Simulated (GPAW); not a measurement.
# How WS2 (Tungstenite) absorbs and reflects light

Wanted: where WS2 (Tungstenite) starts to absorb, how strongly, and its refractive index. The cell comes from an older database entry, whose edges can differ from later determinations, mostly by under a per cent.

Calculated with GPAW 26.7.0; DFT, RPBE, plane-wave PAW (GPAW data sets), scalar-relativistic, RPA, optical limit.

The database entry behind the starting cell differs from later determinations by our own check (an axis about 1.4 % long against later determinations), so it need not match the best structure at ambient conditions.

## 1. Starting point

The structure is hexagonal, space group P6_3/mmc (No. 194). Conventional cell: a = 3.180 Å, b = 3.180 Å, c = 12.500 Å, α = 90.00°, β = 90.00°, γ = 120.00°. Nearest to W lie 6 S at 2.41 Å. S has 3 W at 2.41 Å nearest. Farther neighbours and most contacts between anions are not listed.

## 2. Ground state

The self-consistent density comes first; it also tells whether there is a gap, which decides the occupations and the need for a Drude term.

This step: DFT, RPBE, plane-wave PAW (GPAW data sets), scalar-relativistic, ground state (GPAW 26.7.0).

gs.py

```python
from ase import Atoms
from ase.dft.bandgap import bandgap
from gpaw import GPAW, PW, FermiDirac

atoms = Atoms(['W', 'W', 'S', 'S', 'S', 'S'],
              cell=[[3.179999999980, 0.000000000000, 0.000000000000],
                    [-1.589999999990, 2.753960784017, 0.000000000000],
                    [0.000000000000, 0.000000000000, 12.500000000000]],
              scaled_positions=[[0.666666666667, 0.333333333333, 0.750000000000],
                                [0.333333333333, 0.666666666667, 0.250000000000],
                                [0.666666666667, 0.333333333333, 0.375000000000],
                                [0.333333333333, 0.666666666667, 0.875000000000],
                                [0.666666666667, 0.333333333333, 0.125000000000],
                                [0.333333333333, 0.666666666667, 0.625000000000]],
              pbc=[True, True, True])
atoms.calc = GPAW(mode=PW(450), xc='RPBE', kpts={'size': (8, 8, 2), 'gamma': True},
                  occupations=FermiDirac(0.05), maxiter=150, txt='gs.txt')
print('energy (eV)', atoms.get_potential_energy())
print('Fermi level (eV)', atoms.calc.get_fermi_level())
print('valence electrons', atoms.calc.get_number_of_electrons())
print('gap (eV)', bandgap(atoms.calc, output=None)[0])
print('direct gap (eV)', bandgap(atoms.calc, direct=True, output=None)[0])
atoms.calc.write('gs.gpw')
```

Command:

```console
> OMP_NUM_THREADS=1 python gs.py
```

Numbers of over 12 decimals in the logs are rounded to 6 here.

Log:

```text
__  _  _
 | _ |_)|_||  |
 |__||  | ||/\| - 26.7.0

Versions:
  Python: 3.12.14
  ASE:    3.29.0
  Numpy:  2.5.5
  Scipy:  1.18.1
  Libxc:  7.0.0

Input parameters:
  mode=PW(ecut=450.000000),
  kpts=MonkhorstPack(size=(8, 8, 2), gamma=True),
  maxiter=150,
  occupations=Occupations(name='fermi-dirac', width=0.05, fixmagmom=False),
  xc=XC(name='RPBE')

Diagonalizing LCAO Hamiltonian
Converting LCAO to pw mode

        S

           W
        S

           S
        W

           S

Atoms  # Å, Bohr magnetons
|   | symbol |         x |        y |         z |    initial magnetic moments |
| 0 |      W |  1.590000 | 0.917987 |  9.375000 | ( 0.0000,  0.0000,  0.0000) |
| 1 |      W | -0.000000 | 1.835974 |  3.125000 | ( 0.0000,  0.0000,  0.0000) |
| 2 |      S |  1.590000 | 0.917987 |  4.687500 | ( 0.0000,  0.0000,  0.0000) |
| 3 |      S | -0.000000 | 1.835974 | 10.937500 | ( 0.0000,  0.0000,  0.0000) |
| 4 |      S |  1.590000 | 0.917987 |  1.562500 | ( 0.0000,  0.0000,  0.0000) |
| 5 |      S | -0.000000 | 1.835974 |  7.812500 | ( 0.0000,  0.0000,  0.0000) |

Unit cell  # Å
| periodic |         x |        y |         z |   lengths |     angles |
|      yes |  3.180000 | 0.000000 |  0.000000 |  3.180000 |  90.000000 |
|      yes | -1.590000 | 2.753961 |  0.000000 |  3.180000 |  90.000000 |
|      yes |  0.000000 | 0.000000 | 12.500000 | 12.500000 | 120.000000 |

Number of symmetries: 12
Symmetry operations  # r_c * U_cc + t_c -> r_c
|    | kind |            matrix            |
|  0 |  σ   |  1, 1, 0,  0,-1, 0,  0, 0, 1 |
|  1 |  S6  |  1, 1, 0, -1, 0, 0,  0, 0,-1 |
|  2 |  E   |  1, 0, 0,  0, 1, 0,  0, 0, 1 |
|  3 |  C2  |  1, 0, 0, -1,-1, 0,  0, 0,-1 |
|  4 |  C2  |  0, 1, 0,  1, 0, 0,  0, 0,-1 |
|  5 |  C3  |  0, 1, 0, -1,-1, 0,  0, 0, 1 |
|  6 |  S6  |  0,-1, 0,  1, 1, 0,  0, 0,-1 |
|  7 |  σ   |  0,-1, 0, -1, 0, 0,  0, 0, 1 |
|  8 |  σ   | -1, 0, 0,  1, 1, 0,  0, 0, 1 |
|  9 |  i   | -1, 0, 0,  0,-1, 0,  0, 0,-1 |
| 10 |  C3  | -1,-1, 0,  1, 0, 0,  0, 0, 1 |
| 11 |  C2  | -1,-1, 0,  0, 1, 0,  0, 0,-1 |

BZ-sampling:
  Number of BZ points: 128
  Number of IBZ points: 20

  Monkhorst-Pack size: [8, 8, 2]
  Monkhorst-Pack shift: [0.0625, 0.0625, 0.25]

K-points  # in reciprocal-cell coordinates
|     |                                coordinates |     weight |
|   0 | (  0.00000000,   0.00000000,   0.00000000) | 0.00781250 |
|   1 | (  0.00000000,   0.00000000,   0.50000000) | 0.00781250 |
|   2 | (  0.12500000,   0.00000000,   0.00000000) | 0.04687500 |
|   3 | (  0.12500000,   0.00000000,   0.50000000) | 0.04687500 |
|   4 | (  0.25000000,  -0.12500000,   0.00000000) | 0.04687500 |
|   5 | (  0.25000000,  -0.12500000,   0.50000000) | 0.04687500 |
|   6 | (  0.25000000,   0.00000000,   0.00000000) | 0.04687500 |
|   7 | (  0.25000000,   0.00000000,   0.50000000) | 0.04687500 |
|   8 | (  0.37500000,  -0.12500000,   0.00000000) | 0.09375000 |
|   9 | (  0.37500000,  -0.12500000,   0.50000000) | 0.09375000 |
| ... |                                            |            |
|  19 | (  0.50000000,   0.50000000,   0.50000000) | 0.02343750 |

Plane wave coefficients: 2432
Cutoff: 450.000000 eV

Spin-components: 1 (collinear spins)
Bands:           36
Projectors:      32
Spin-degeneracy: 2
Datatype:        complex128

Parallelization:
  kpt:    1
  domain: 1
  band:   1

Density:
  Valence electrons: 52.0
  Components: 1
  Grid points: [16 16 63]
  Charge: 0.0  # |e|

Potential:
  Grid points: [16 16 63]

species:
  W:
    name:    Tungsten
    id:
    Z:       74.0
    valence: 14
    core:    60
    charge:  0.0  # [|e|]
    compensation charges:
      type: gauss
      rc: 0.40  # [Å]
      lmax: 2
    cutoffs:
      filter: 2.36  # [Å]
      core: 3.02  # [Å]
    projectors
    | kind |    occ | energy [eV] | rcut [Å] |
    |   5s |  2.000 |     -78.791 |    1.344 |
    |   6s |  2.000 |      -5.630 |    1.344 |
    |   5p |  6.000 |     -43.201 |    1.355 |
    |   6p |  0.000 |      -1.361 |    1.355 |
    |   5d |  4.000 |      -4.443 |    1.228 |
    |    d |        |      22.768 |    1.228 |

    Using partial waves for W as LCAO basis

  S:
    name:    Sulfur
    id:
    Z:       16.0
    valence: 6
    core:    10
    charge:  0.0  # [|e|]
    compensation charges:
      type: gauss
      rc: 0.24  # [Å]
      lmax: 2
    cutoffs:
      filter: 1.77  # [Å]
      core: 1.66  # [Å]
    projectors
    | kind |    occ | energy [eV] | rcut [Å] |
    |   3s |  2.000 |     -17.247 |    0.974 |
    |   3p |  4.000 |      -6.991 |    0.979 |
    |    s |        |       9.964 |    0.974 |
    |    p |        |      20.220 |    0.979 |
    |    d |        |       0.000 |    0.900 |

    Using partial waves for S as LCAO basis

Reference energy: -921015.405510  # eV

eigensolver:
  PPCG
  Converge bands: occupied
  niter=2

density mixing:
  MSR1-Mixer
  Pratt-step length: 0.05
  Maximum mixing coefficient: 0.75
  Old densities: 10
  SVD Regularization: 0.005
  Good broyden scale: 1.0
  Trust region scale: 1.0
  Backstep threshold: 4.0
  History deletion threshold: 6.0
  Fourier metric: weight=20.0, sigma=0.015

occupation numbers:
  Fermi-Dirac:
    width: 0.0500  # eV

poisson solver:
  ecut: 3600.000000  # eV

xc functional:
  name: RPBE with 2 nearest neighbor stencil

convergence criteria:
- Maximum [total energy] change in last 3 cyles: 0.0005 eV / valence electron
- Maximum integral of absolute [dens]ity change: 0.0001 electrons / valence electron
- Maximum integral of absolute [eigenst]ate change: 4e-08 eV^2 / valence electron
maximum number of iterations: 150

SCF iterations
|iter     |      energy | eigst |  dens |
|iter:   1||  -42.399283 | +0.19 |       |
|iter:   2||  -42.385455 | -1.55 | -1.16 |
|iter:   3||  -42.164503 | -1.26 | -1.21 |
|iter:   4||  -41.878337 | -1.83 | -1.41 |
|iter:   5||  -41.841359 | -2.47 | -1.77 |
|iter:   6||  -41.859300 | -3.06 | -2.13 |
|iter:   7||  -41.845132c| -3.33 | -2.34 |
|iter:   8||  -41.845167c| -4.76 | -2.98 |
|iter:   9||  -41.845169c| -6.16 | -3.53 |
|iter:  10||  -41.845169c| -7.25 | -4.24c|
|iter:  11||  -41.845170c| -7.50c| -4.68c|

Converged in 11 steps
SCF loop duration: 28.622 s (2.602 s/step)
Energy contributions relative to reference atoms: (reference = -921015.405510)

Energy contributions:
  Kinetic:          37.068736
  Coulomb:         -40.472630
  Zero:              0.234926
  External:          0.000000
  Xc:              -38.676202
  Entropy:          -0.000000
  Spinorbit:         0.000000
  ----------------------------
  Free energy:     -41.845170
  Extrapolated:    -41.845170

dipole moment: (0.000004, 0.000006, 0.000029)  # |e|*Ang

Fermi level: 9.087
Eigenvalues  # (at kpt = [0.000, 0.000, 0.000])
| band index |      eig [eV] | occ [0-2] |
|          0 |       -65.932 |     2.000 |
|        ... |               |           |
|         18 |         5.024 |     2.000 |
|         19 |         6.246 |     2.000 |
|         20 |         6.246 |     2.000 |
|         21 |         6.288 |     2.000 |
|         22 |         6.288 |     2.000 |
|         23 |         6.954 |     2.000 |
|         24 |         7.479 |     2.000 |
|         25 |         8.535 |     2.000 |
|         26 |        10.785 |     0.000 |
|         27 |        10.785 |     0.000 |
|         28 |        10.793 |     0.000 |
|         29 |        10.793 |     0.000 |
|         30 |        10.883 |     0.000 |
|         31 |        10.883 |     0.000 |
|         32 |        11.032 |     0.000 |
|         33 |        11.032 |     0.000 |
|        ... |               |           |
|         35 |        13.421 |     0.000 |

Gap: 1.236 eV
Transition (v -> c):
  (s=0, k=0, n=25, [0.00, 0.00, 0.00]) -> (s=0, k=8, n=26, [0.38, -0.12, 0.00])
Direct/indirect transitions are different
Direct gap: 2.187 eV
Transition at: (s=0, k=12, n=25, [0.38, 0.38, 0.00])

--- standard output ---
energy (eV) -41.845169522743
Fermi level (eV) 9.086730
valence electrons 52.0
gap (eV) 1.236340
direct gap (eV) 2.186583
```

Elapsed: 31 s, on 1 thread of Arm Neoverse V1, shared host; peak memory 0.19 GiB.

Read-outs, printed or worked out from the files:

| Quantity | Value |
| --- | --- |
| energy | -41.85 eV |
| Fermi energy | 9.087 eV |
| gap on the k-mesh | 1.236 eV |
| direct gap on the mesh | 2.187 eV |
| electrons | 52 |

There is a gap, 1.24 eV on this mesh (points off the mesh can give less), so no carriers' term is needed.

## 3. Bands for the response

The response needs many more empty bands than the density does.

This step: DFT, RPBE, plane-wave PAW (GPAW data sets), scalar-relativistic, bands at fixed density (GPAW 26.7.0).

nscf.py

```python
from ase.dft.bandgap import bandgap
from gpaw import GPAW, FermiDirac

calc = GPAW('gs.gpw').fixed_density(kpts={'size': (12, 12, 6), 'gamma': True}, nbands=69, convergence={'bands': 63},
                                    occupations=FermiDirac(0.001), txt='nscf.txt')
print('gap (eV)', bandgap(calc, output=None)[0])
print('direct gap (eV)', bandgap(calc, direct=True, output=None)[0])
print('top band over the Fermi level (eV)', min(calc.get_eigenvalues(kpt=k)[62] for k in range(len(calc.get_ibz_k_points()))) - calc.get_fermi_level())
calc.write('full.gpw', mode='all')
```

Command:

```console
> OMP_NUM_THREADS=1 python nscf.py
```

Log:

```text
Diagonalizing LCAO Hamiltonian
Converting LCAO to pw mode
convergence criteria:
- Maximum integral of absolute [eigenst]ate change: 4e-08 eV^2 / valence electron
maximum number of iterations: 150

SCF iterations
|iter     |      energy | eigst |  dens |
|iter:   1||             | +2.93 |       |
|iter:   2||             | +1.78 |       |
|iter:   3||             | +0.75 |       |
|iter:   4||             | -0.22 |       |
|iter:   5||             | -0.98 |       |
|iter:   6||             | -1.58 |       |
|iter:   7||             | -2.11 |       |
|iter:   8||             | -2.61 |       |
|iter:   9||             | -3.13 |       |
|iter:  10||             | -3.67 |       |
|iter:  11||             | -4.22 |       |
|iter:  12||             | -4.78 |       |
|iter:  13||             | -5.33 |       |
|iter:  14||             | -5.84 |       |
|iter:  15||             | -6.19 |       |
|iter:  16||             | -6.46 |       |
|iter:  17||             | -6.72 |       |
|iter:  18||             | -6.95 |       |
|iter:  19||             | -7.18 |       |
|iter:  20||             | -7.40 |       |
|iter:  21||             | -7.63c|       |
SCF steps: 21
  __  _  _
 | _ |_)|_||  |
 |__||  | ||/\| - 26.7.0

Versions:
  Python: 3.12.14
  ASE:    3.29.0
  Numpy:  2.5.5
  Scipy:  1.18.1
  Libxc:  7.0.0

Input parameters:
  mode=PW(ecut=450.000000),
  convergence={'bands': 63},
  gpts=array([16, 16, 63]),
  kpts=MonkhorstPack(size=(12, 12, 6), gamma=True),
  maxiter=150,
  nbands=69,
  occupations=Occupations(name='fermi-dirac', width=0.001, fixmagmom=False),
  parallel={},
  xc=XC(name='RPBE')

--- standard output ---
gap (eV) 1.095990
direct gap (eV) 1.740544
top band over the Fermi level (eV) 17.761674
```

Run time: 7.8 min. Hardware: 1 thread; peak memory 0.5 GiB.

Read-outs, printed or worked out from the files:

* gap on the k-mesh: 1.096 eV
* direct gap on the mesh: 1.741 eV

(Part 1 of 2 ends here.)

[Machine, clock and banner lines and Python warnings are left out of the logs.]

[Logs are printed without paths, hosts, clocks, repeated set-up lines and the standing remarks that a program may print on its own settings, such as how far it seeks lower states.]

[Hosts, paths, dates, database ids (printed as entryN), source tags and the programs' standing remarks are cut or masked in the printed files.]
